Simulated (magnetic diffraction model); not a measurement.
# Mn4VBi below its ordering temperature

Space group P4mm (no. 99), a = 3.7480 Å, c = 6.5790 Å.

```csv
site,atom,x,y,z
1a,Bi,0,0,0.7293
1a,Mn,0,0,0.3325
1b,Mn,1/2,1/2,0.6458
2c,Mn,0,1/2,0.0168
1b,V,1/2,1/2,0.2669
```

This is a made-up structure (elements placed in a structure type, unrelaxed), so the numbers test the method and describe no known phase.

Only Mn is taken to order (form factors of Mn2+); orders and moment sizes are assumed, and not adapted to the symmetry. Radiation: neutrons of λ = 2.41 Å, 8° to 80°; isotropic B of 0.51 Å² (Bi), 0.82 Å² (Mn) and 0.65 Å² (V). Simulated constant-wavelength pattern: nuclear and magnetic terms add, the magnetic one as |2.695 fm × Σ f S⊥ exp(2πi Q·r) exp(−B s²)|², summed over all Q at one angle with the factor 1/(sin²θ cos θ). For collinear order S is the moment m, which repeats by lattice and centring translations R with the sign exp(−2πi k·R). Free-ion form factors, Sears's scattering lengths of 1992, no absorption; a label names one of the reflections at its angle. The strongest nuclear line in the range is 100, and lines under 0.2 are left out.

Above the ordering temperature:

```csv
2θ (°),index,I
21.11,(0 0 1),56.1
37.51,(1 0 0),25.3
42.98,(0 0 2),18.7
43.43,(1 0 1),100.0
54.09,(1 1 0),11.1
58.34,(1 0 2),40.4
58.70,(1 1 1),51.2
66.66,(0 0 3),10.4
71.45,(1 1 2),3.5
79.08,(1 0 3),9.1
```

Below it (cell unchanged):

```
2θ (°)      I
 18.50  160.9
 21.11   56.1
 28.21   71.9
 37.51   25.3
 42.13   45.3
 42.98   18.7
 43.43  100.0
 47.16   15.4
 47.59   53.1
 54.09   11.1
 57.67    9.1
 58.34   40.4
 58.70   51.2
 61.76   25.7
 62.11   17.7
 66.66   10.4
 69.85    7.2
 70.84    9.3
 71.45    3.5
 74.55    3.6
 74.87   11.5
 79.08    9.1
```

**Question.** Check that the new lines index with k = (0 1/2 0), then choose among these models:
A. collinear moments along [111], 3.51 μB on Mn; signs + at (0, 0, 0.3325), − at (1/2, 1/2, 0.6458), + at (0, 1/2, 0.0168), + at (1/2, 0, 0.0168)
B. collinear moments along [111], 3.51 μB on Mn; signs + at (0, 0, 0.3325), − at (1/2, 1/2, 0.6458), + at (0, 1/2, 0.0168), − at (1/2, 0, 0.0168)
C. collinear moments along [010], 3.51 μB on Mn; signs + at (0, 0, 0.3325), − at (1/2, 1/2, 0.6458), + at (0, 1/2, 0.0168), + at (1/2, 0, 0.0168)
D. collinear moments along [010], 3.51 μB on Mn; signs + at (0, 0, 0.3325), − at (1/2, 1/2, 0.6458), + at (0, 1/2, 0.0168), − at (1/2, 0, 0.0168)

The new lines index as (0 1/2 0) at 18.50°, (0 1/2 1) at 28.21°, (1 1/2 0) at 42.13° and (0 1/2 2) at 47.16°, that is as H ± k with k = (0 1/2 0), one of 2 inequivalent arms of its star (k and −k counted as one), which a powder can't tell apart. Half indices mean that the moments reverse under translations with k·R a half-integer, and the magnetic cell has twice the primitive volume.

Magnetic intensity, observed (below minus above) and for each model:

| 2θ (°) | index | observed | A | B | C | D |
| --- | --- | --- | --- | --- | --- | --- |
| 18.50 | (0 1/2 0) | 160.9 | 160.9 | <0.2 | <0.2 | <0.2 |
| 28.21 | (0 1/2 1) | 71.9 | 71.9 | 69.0 | 100.2 | 135.4 |
| 42.13 | (1 1/2 0) | 45.3 | 45.3 | 90.6 | 45.1 | 90.2 |
| 47.16 | (0 1/2 2) | 15.4 | 15.4 | 38.7 | 23.7 | 47.1 |
| 47.59 | (1 1/2 1) | 53.1 | 53.1 | 22.7 | 57.9 | 30.7 |
| 61.76 | (1 1/2 2) | 25.7 | 25.7 | 16.6 | 43.2 | 20.9 |
| 62.11 | (0 3/2 1) | 17.7 | 17.7 | 26.0 | 2.6 | 3.5 |
| 70.84 | (1 3/2 0) | 9.3 | 9.3 | 18.7 | 3.6 | 7.2 |

Model A matches.

The structure used: k = (0 1/2 0), collinear moments along [111], 3.51 μB on Mn; signs + at (0, 0, 0.3325), − at (1/2, 1/2, 0.6458), + at (0, 1/2, 0.0168), + at (1/2, 0, 0.0168).

[Logs are printed without paths, hosts, clocks, repeated set-up lines and the standing remarks that a program may print on its own settings, such as how far it seeks lower states.]
